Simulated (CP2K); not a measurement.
The O K edge of methyloxirane was computed by TDDFT (CP2K XAS_TDP, aug-cc-pVDZ, TDA) at these levels: PBEh(45%), PBEh(45%) + GW2X and PBEh(60%). The first three lines of O4 (bonded to 2 C) with a strength over 0.0015, energy in eV and strength:

```csv
run,first,second,third
1,530.68 (0.037),531.16 (0.042),533.10 (0.005)
2,535.30 (0.037),535.78 (0.042),537.72 (0.005)
3,536.37 (0.048),536.88 (0.051),540.06 (0.006)
```

Which run is which?

Run 1: PBEh(45%) (45 % exact exchange). Run 2: PBEh(45%) + GW2X (45 % exact exchange). Run 3: PBEh(60%) (60 % exact exchange). Self-interaction lifts the core level, so the uncorrected lines rise with the share of exact exchange. The GW2X run keeps the spacings of its parent: 0.48 eV between the first two lines in run 2, 0.48 eV in run 1. Its shift is +4.62 eV, since the Kohn–Sham level at this share of exchange lies that far above the quasiparticle level.

[Banner, clock and machine lines of the logs are left out without a mark of their own.]

[Logs are printed without paths, hosts, clocks, repeated set-up lines and the standing remarks that a program may print on its own settings, such as how far it seeks lower states.]

[Hosts, paths, dates, database ids (printed as entryN), source tags and the programs' standing remarks are cut or masked in the printed files.]
